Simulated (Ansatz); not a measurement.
# ZnS (F-43m): phonons against volume, part 3 of 4

Aim: how the vibrations of ZnS shift with volume, and the expansion that follows.

Measurements to reproduce:
- bulk modulus 71.4 GPa near room temperature (given in “High-Throughput Prediction of Finite-Temperature Properties using the Quasi-Harmonic Approximation”, 2016, arXiv:1603.06924)

Ansatz 0.2.0; DFT LDA, scalar-relativistic, plane waves, PAW; PAW set soft_1.

So far. Step 6 (A cell at another volume, V/V0 1.015): At this level the gap is 2.05 eV on the k-mesh of the self-consistent run, which can miss the band edges. Step 7 (Lattice dynamics at this volume, V/V0 1.015): No mode is imaginary beyond numerical noise at the solved wavevectors. The highest zone-centre mode (no LO–TO term) moved by -2.6 % for a volume change of +1.5 %.

The database entry behind the starting cell differs from later determinations by our own check (about 0.1 % short), so it need not match the best structure at ambient conditions.

## Step 8: Single point at a scaled cell, V/V0 0.985

Symmetry fixes every atom, so a single point at the scaled cell gives the energy and pressure of this member.

The cell differs from the one that the last finished run ended in (a 3.764 → 3.727 Å, b 3.764 → 3.727 Å, c 3.764 → 3.727 Å).

File input.yaml:

```yaml
crystal:
  lattice:
    - [0.0, 2.6350490922, 2.6350490922]
    - [2.6350490922, 0.0, 2.6350490922]
    - [2.6350490922, 2.6350490922, 0.0]
  atoms:
    - { symbol: Zn, position: [0.25, 0.25, 0.25] }
    - { symbol: S, position: [0.0, 0.0, 0.0] }
kpoints:
  mp_grid: { grid: [12, 12, 12] }
hamiltonian:
  xc: lda
  pseudopotentials: { kind: paw, azcp: { folder: soft_1 }, xc_functional: pbe }
scf:
  occupations: { method: fixed }
  lower_state_search: "off"
output:
  forces: true
  stress: true
  eigenvalues: true
```

Launch:

```
$ ansatz run input.yaml --threads 8 --pin off --max-ram 16384MiB --backend cpu --events-out ev --progress --plain --runs-dir out
```

Numbers of over 12 decimals in the logs are rounded to 6 here.

What it wrote:

```text
[...]
Crystal: 2 atoms, lattice volume = 36.593 Å³
Basis set: ecut = 420 eV, 725 PW (Γ)
Bands: 13, of which v1, the nominal top of the filled ones, is band 9 counted from 1 (8 counted from 0)
Symmetry: 24 space group operations
[...]
k-points: 72 of 1728 (time reversal used)
[...]
P = ⅓ Tr σ = 1.3460 GPa (13.460 kbar)
--- Band table (eV; the first three rows and the last of 72) ---
  k-point 0: bands = [... 5 lower, 0.2668, 6.5097, 6.5097, 6.5097, 8.6974, 12.6635, 12.6635, 12.6635]
  k-point 1: bands = [... 5 lower, 0.2656, 5.8691, 6.4293, 6.4293, 9.1829, 12.6056, 12.7986, 12.7986]
  k-point 2: bands = [... 5 lower, 0.2641, 4.6762, 6.2234, 6.2234, 9.8016, 12.7367, 13.1059, 13.1059]
  k-point 71: bands = [... 5 lower, 0.7595, 1.4550, 3.3186, 3.4357, 12.0089, 12.7230, 14.3224, 14.4609]
[key lines of the parts left out:]
SCF converged after 7 iterations
Free energy (F): -4117.440352 eV
Fermi energy:    6.509730 eV
```

Run time: 0.81 s. Hardware: 8 threads of Arm Neoverse V1, shared host; peak memory 0.35 GiB; 4.8 s of CPU time.

The run ends at a pressure of 1.35 GPa.

## Step 9: Phonons, V/V0 0.985

Phonons at this volume give one point of F(V, T); meshes stay fixed along the series.

input.yaml, the sections that differ from step 8:

```yaml
output:
  eigenvalues: true
phonons:
  method: dfpt
  dielectric: true
  rigid_motions: translations
  qmesh: [4, 4, 4]
  temperatures: { t_max: 1000, t_step: 50 }
  qpath:
    path:
      - [[0.0, 0.0, 0.0], [-0.5, -0.5, 0.0], [-0.375, -0.375, 0.25]]
      - [[-0.375, 0.0, 0.375], [0.0, 0.0, 0.0], [0.0, 0.0, 0.5], [-0.5, -0.25, 0.25], [-0.5, -0.5, 0.0]]
    npoints: 10
# crystal, kpoints, hamiltonian, scf: as in step 8
```

What it wrote:

```text
[...]
Crystal: 2 atoms, lattice volume = 36.593 Å³
Basis set: ecut = 420 eV, 725 PW (Γ), exchange–correlation on 50×50×50 points (8 copies of the dense FFT grid, shifted against one another)
Bands: 13, of which v1, the nominal top of the filled ones, is band 9 counted from 1 (8 counted from 0)
Symmetry: 24 space group operations
[...]
optical modes at Γ + LO–TO along q̂ = [0.0000, 1.0000, 0.0000]:
      ω (cm⁻¹)  modes    IR ((D/Å)²/amu)
        298.37      2             7.5550
        353.14      1             3.7775
  optical modes at Γ + LO–TO along q̂ = [0.0000, 0.0000, 1.0000]:
      ω (cm⁻¹)  modes    IR ((D/Å)²/amu)
        298.37      2             7.5550
        353.14      1             3.7775
--- Phonons (arbitrary-q DFPT): 8 irreducible q on the 4×4×4 mesh ---
[...]
interpolated dispersion: 63 rows × 6 modes
[...]
[key lines of the parts left out:]
SCF converged after 9 iterations
Free energy (F): -4117.440353 eV
Fermi energy:    6.509882 eV
```

Elapsed: 2 min, on 8 threads; peak memory 2.3 GiB.

LO-TO term included. The phonon branches at the labelled points (cm⁻¹):

```csv
point,branch 1,branch 2,branch 3,branch 4,branch 5,branch 6
Γ,0,0,0,298,298,353
halfway,78,78,152,317,317,350
X,91,91,221,333,333,341
halfway,91,102,216,328,332,349
U,90,117,206,325,327,358
jump to K,90,117,206,325,327,358
halfway,64,98,154,309,320,350
Γ,0,0,0,298,298,353
halfway,57,57,147,307,307,353
L,70,70,203,314,314,354
halfway,88,110,196,320,325,358
W,106,121,201,318,337,358
halfway,98,105,212,323,335,352
X,91,91,221,333,333,341
```

The phonon branches as a text plot (rows in cm⁻¹):

```
    353 |*********     ****************************************
    338 |         ******                                *********
    323 |      *****   **********                  *************
    308 |  ****                ******     **********
    293 |**                         ******
    278 |
    263 |
    248 |
    233 |
    218 |           *****                                     ***
    203 |         **     ***                    **************
    188 |        *          ***               **
    173 |       *              *             *
    158 |      *                *
    143 |                                   *
    128 |    **                  *         *             **
    113 |               ********  **                  *** ****
     98 |   *     *******       *         *         ** ***  *****
     83 |      ***       ******  *  *              ****
     68 |  * **                ** **     *   *******
     53 |   *                    *  *      **
     38 | **                      ** *  * *
     23 | *                         **   *
      8 |*                           ****
         Γ           X  U|K            Γ         L        W     X
```

No mode is imaginary beyond numerical noise at the solved wavevectors. The highest zone-centre mode (no LO–TO term) moved by +2.6 % for a volume change of -1.5 %.

## Step 10: Single point at a scaled cell, V/V0 1.03

Symmetry fixes every atom, so a single point at the scaled cell gives the energy and pressure of this member.

The cell differs from the one that the last finished run ended in (a 3.727 → 3.782 Å, b 3.727 → 3.782 Å, c 3.727 → 3.782 Å).

input.yaml, the sections that differ from step 9:

```yaml
crystal:
  lattice:
    - [0.0, 2.674580715, 2.674580715]
    - [2.674580715, 0.0, 2.674580715]
    - [2.674580715, 2.674580715, 0.0]
  atoms:
    - { symbol: Zn, position: [0.25, 0.25, 0.25] }
    - { symbol: S, position: [0.0, 0.0, 0.0] }
output:
  forces: true
  stress: true
  eigenvalues: true
# kpoints, hamiltonian, scf: as in step 9
# phonons: removed
```

What it wrote:

```text
[...]
Crystal: 2 atoms, lattice volume = 38.265 Å³
Basis set: ecut = 420 eV, 725 PW (Γ)
Bands: 13, of which v1, the nominal top of the filled ones, is band 9 counted from 1 (8 counted from 0)
Symmetry: 24 space group operations
[...]
k-points: 72 of 1728 (time reversal used)
[...]
--- Band table (eV; the first three rows and the last of 72) ---
  k-point 0: bands = [... 5 lower, -0.1993, 5.8941, 5.8941, 5.8941, 7.8816, 12.0902, 12.0902, 12.0902]
  k-point 1: bands = [... 5 lower, -0.2004, 5.2632, 5.8200, 5.8200, 8.3745, 12.0161, 12.2173, 12.2173]
  k-point 2: bands = [... 5 lower, -0.2016, 4.1136, 5.6295, 5.6295, 9.0148, 12.0908, 12.5086, 12.5086]
  k-point 71: bands = [... 5 lower, 0.2425, 1.0637, 2.9386, 3.0017, 11.4070, 11.9146, 13.6159, 13.8709]
[key lines of the parts left out:]
SCF converged after 7 iterations
Free energy (F): -4117.434065 eV
Fermi energy:    5.894142 eV
P = ⅓ Tr σ = -2.3983 GPa (-23.983 kbar)
```

It took 0.83 s on 8 threads; peak memory 0.36 GiB; 4.9 s of CPU time.

The run ends at a pressure of -2.40 GPa.

## Step 11: Phonons, V/V0 1.03

The same q-mesh and k-mesh are kept at every volume, so that much of their error can cancel in the differences.

input.yaml, the sections that differ from step 10:

```yaml
output:
  eigenvalues: true
phonons:
  method: dfpt
  dielectric: true
  rigid_motions: translations
  qmesh: [4, 4, 4]
  temperatures: { t_max: 1000, t_step: 50 }
  qpath:
    path:
      - [[0.0, 0.0, 0.0], [-0.5, -0.5, 0.0], [-0.375, -0.375, 0.25]]
      - [[-0.375, 0.0, 0.375], [0.0, 0.0, 0.0], [0.0, 0.0, 0.5], [-0.5, -0.25, 0.25], [-0.5, -0.5, 0.0]]
    npoints: 10
# crystal, kpoints, hamiltonian, scf: as in step 10
```

What it wrote:

```text
[...]
Crystal: 2 atoms, lattice volume = 38.265 Å³
Basis set: ecut = 420 eV, 725 PW (Γ), exchange–correlation on 54×54×54 points (8 copies of the dense FFT grid, shifted against one another)
Bands: 13, of which v1, the nominal top of the filled ones, is band 9 counted from 1 (8 counted from 0)
Symmetry: 24 space group operations
[...]
optical modes at Γ + LO–TO along q̂ = [0.0000, 1.0000, 0.0000]:
      ω (cm⁻¹)  modes    IR ((D/Å)²/amu)
        276.05      2             8.0690
        335.45      1             4.0345
  optical modes at Γ + LO–TO along q̂ = [0.0000, 0.0000, 1.0000]:
      ω (cm⁻¹)  modes    IR ((D/Å)²/amu)
        276.05      2             8.0690
        335.45      1             4.0345
--- Phonons (arbitrary-q DFPT): 8 irreducible q on the 4×4×4 mesh ---
[...]
interpolated dispersion: 63 rows × 6 modes
[...]
[key lines of the parts left out:]
SCF converged after 9 iterations
Free energy (F): -4117.434065 eV
Fermi energy:    5.894262 eV
```

The job ended after 2 min (8 threads; peak memory 2.4 GiB; 15 min of CPU time).

No mode is imaginary beyond numerical noise at the solved wavevectors. The highest zone-centre mode (no LO–TO term) moved by -5.0 % for a volume change of +3.0 %.

## Step 12: A cell at another volume, V/V0 0.97

Symmetry fixes every atom, so a single point at the scaled cell gives the energy and pressure of this member.

The cell differs from the one that the last finished run ended in (a 3.782 → 3.708 Å, b 3.782 → 3.708 Å, c 3.782 → 3.708 Å).

input.yaml, the sections that differ from step 11:

```yaml
crystal:
  lattice:
    - [0.0, 2.6216047303, 2.6216047303]
    - [2.6216047303, 0.0, 2.6216047303]
    - [2.6216047303, 2.6216047303, 0.0]
  atoms:
    - { symbol: Zn, position: [0.25, 0.25, 0.25] }
    - { symbol: S, position: [0.0, 0.0, 0.0] }
output:
  forces: true
  stress: true
  eigenvalues: true
# kpoints, hamiltonian, scf: as in step 11
# phonons: removed
```

What it wrote:

```text
[...]
Crystal: 2 atoms, lattice volume = 36.036 Å³
Basis set: ecut = 420 eV, 725 PW (Γ)
Bands: 13, of which v1, the nominal top of the filled ones, is band 9 counted from 1 (8 counted from 0)
Symmetry: 24 space group operations
[...]
k-points: 72 of 1728 (time reversal used)
[...]
P = ⅓ Tr σ = 2.8117 GPa (28.117 kbar)
--- Band table (eV; the first three rows and the last of 72) ---
  k-point 0: bands = [... 5 lower, 0.4298, 6.7286, 6.7286, 6.7286, 8.9860, 12.8654, 12.8654, 12.8654]
  k-point 1: bands = [... 5 lower, 0.4285, 6.0842, 6.6459, 6.6459, 9.4690, 12.8136, 13.0034, 13.0034]
  k-point 2: bands = [... 5 lower, 0.4269, 4.8758, 6.4344, 6.4344, 10.0785, 12.9656, 13.3162, 13.3162]
  k-point 71: bands = [... 5 lower, 0.9410, 1.5950, 3.4531, 3.5904, 12.2219, 13.0067, 14.5707, 14.6696]
[key lines of the parts left out:]
SCF converged after 8 iterations
Free energy (F): -4117.433167 eV
Fermi energy:    6.728620 eV
```

The job ended after 0.82 s (8 threads; peak memory 0.35 GiB).

The run ends at a pressure of 2.81 GPa.

## Step 13: Lattice dynamics at this volume, V/V0 0.97

Phonons at this volume give one point of F(V, T); meshes stay fixed along the series.

input.yaml, the sections that differ from step 12:

```yaml
output:
  eigenvalues: true
phonons:
  method: dfpt
  dielectric: true
  rigid_motions: translations
  qmesh: [4, 4, 4]
  temperatures: { t_max: 1000, t_step: 50 }
  qpath:
    path:
      - [[0.0, 0.0, 0.0], [-0.5, -0.5, 0.0], [-0.375, -0.375, 0.25]]
      - [[-0.375, 0.0, 0.375], [0.0, 0.0, 0.0], [0.0, 0.0, 0.5], [-0.5, -0.25, 0.25], [-0.5, -0.5, 0.0]]
    npoints: 10
# crystal, kpoints, hamiltonian, scf: as in step 12
```

What it wrote:

```text
[...]
Crystal: 2 atoms, lattice volume = 36.036 Å³
Basis set: ecut = 420 eV, 725 PW (Γ), exchange–correlation on 50×50×50 points (8 copies of the dense FFT grid, shifted against one another)
Bands: 13, of which v1, the nominal top of the filled ones, is band 9 counted from 1 (8 counted from 0)
Symmetry: 24 space group operations
[...]
optical modes at Γ + LO–TO along q̂ = [0.0000, 1.0000, 0.0000]:
      ω (cm⁻¹)  modes    IR ((D/Å)²/amu)
        306.25      2             7.3796
        359.42      1             3.6898
  optical modes at Γ + LO–TO along q̂ = [0.0000, 0.0000, 1.0000]:
      ω (cm⁻¹)  modes    IR ((D/Å)²/amu)
        306.25      2             7.3796
        359.42      1             3.6898
--- Phonons (arbitrary-q DFPT): 8 irreducible q on the 4×4×4 mesh ---
[...]
interpolated dispersion: 63 rows × 6 modes
[...]
[key lines of the parts left out:]
SCF converged after 9 iterations
Free energy (F): -4117.433168 eV
Fermi energy:    6.728637 eV
```

It took 2 min on 8 threads; peak memory 2.3 GiB.

LO-TO term included. Phonon branches along the path, in cm⁻¹:

```csv
point,branch 1,branch 2,branch 3,branch 4,branch 5,branch 6
Γ,0,0,0,306,306,359
halfway,78,78,155,325,325,356
X,89,89,225,342,342,348
halfway,89,101,220,336,341,358
U,88,117,210,332,336,367
jump to K,88,117,210,332,336,367
halfway,63,98,156,317,328,357
Γ,0,0,0,306,306,359
halfway,56,56,150,315,315,360
L,68,68,205,322,322,362
halfway,87,110,199,327,333,366
W,106,120,205,325,346,367
halfway,97,104,216,331,344,361
X,89,89,225,342,342,348
```

The phonon branches as a text plot (rows in cm⁻¹):

```
    362 |*********     ****************************************
    346 |         *******                               *********
    331 |      ***     **********                  *************
    316 |  ****                ******    **********
    300 |**                          ****
    285 |
    269 |
    254 |
    239 |
    223 |           *****                                     ***
    208 |         **     ***                    *****   ******
    192 |        *          ***                *     ***
    177 |       *              *              *
    162 |      *                *            *
    146 |                                   *
    131 |    **                  *         *
    115 |               ********  **                  ********
    100 |   *          *        *         *          * ********
     85 |      ****************  *                 ****        **
     69 |  * **                ** ***    *   ********
     54 |   *                    *         **
     38 | **                      ****  * *
     23 | *                         **   *
      8 |*                           ****
         Γ           X  U|K            Γ         L        W     X
```

No mode is imaginary beyond numerical noise at the solved wavevectors. The highest zone-centre mode (no LO–TO term) moved by +5.3 % for a volume change of -3.0 %.

## Step 14: A cell at another volume, V/V0 1.05

Symmetry fixes every atom, so a single point at the scaled cell gives the energy and pressure of this member.

The cell differs from the one that the last finished run ended in (a 3.708 → 3.807 Å, b 3.708 → 3.807 Å, c 3.708 → 3.807 Å).

input.yaml, the sections that differ from step 13:

```yaml
crystal:
  lattice:
    - [0.0, 2.6917810636, 2.6917810636]
    - [2.6917810636, 0.0, 2.6917810636]
    - [2.6917810636, 2.6917810636, 0.0]
  atoms:
    - { symbol: Zn, position: [0.25, 0.25, 0.25] }
    - { symbol: S, position: [0.0, 0.0, 0.0] }
output:
  forces: true
  stress: true
  eigenvalues: true
# kpoints, hamiltonian, scf: as in step 13
# phonons: removed
```

What it wrote:

```text
[...]
Crystal: 2 atoms, lattice volume = 39.008 Å³
Basis set: ecut = 420 eV, 749 PW (Γ)
Bands: 13, of which v1, the nominal top of the filled ones, is band 9 counted from 1 (8 counted from 0)
Symmetry: 24 space group operations
[...]
k-points: 72 of 1728 (time reversal used)
[...]
--- Band table (eV; the first three rows and the last of 72) ---
  k-point 0: bands = [... 5 lower, -0.3967, 5.6386, 5.6386, 5.6386, 7.5412, 11.8496, 11.8496, 11.8496]
  k-point 1: bands = [... 5 lower, -0.3977, 5.0113, 5.5670, 5.5670, 8.0375, 11.7691, 11.9736, 11.9736]
  k-point 2: bands = [... 5 lower, -0.3988, 3.8797, 5.3828, 5.3828, 8.6853, 11.8221, 12.2581, 12.2581]
  k-point 71: bands = [... 5 lower, 0.0246, 0.9022, 2.7799, 2.8221, 11.1558, 11.5743, 13.3189, 13.6246]
[key lines of the parts left out:]
SCF converged after 7 iterations
Free energy (F): -4117.419657 eV
Fermi energy:    5.638636 eV
P = ⅓ Tr σ = -3.7894 GPa (-37.894 kbar)
```

It took 0.84 s on 8 threads; peak memory 0.36 GiB; 5 s of CPU time.

The run ends at a pressure of -3.79 GPa.

[end of part 3 of 4]

[Logs are printed without paths, hosts, clocks, repeated set-up lines and the standing remarks that a program may print on its own settings, such as how far it seeks lower states.]

[Hosts, paths, dates, database ids (printed as entryN), source tags and the programs' standing remarks are cut or masked in the printed files.]

[A step with changed settings may run another functional than the one named; its input shows which.]

[Of the runs on displaced cells, only some may be shown.]
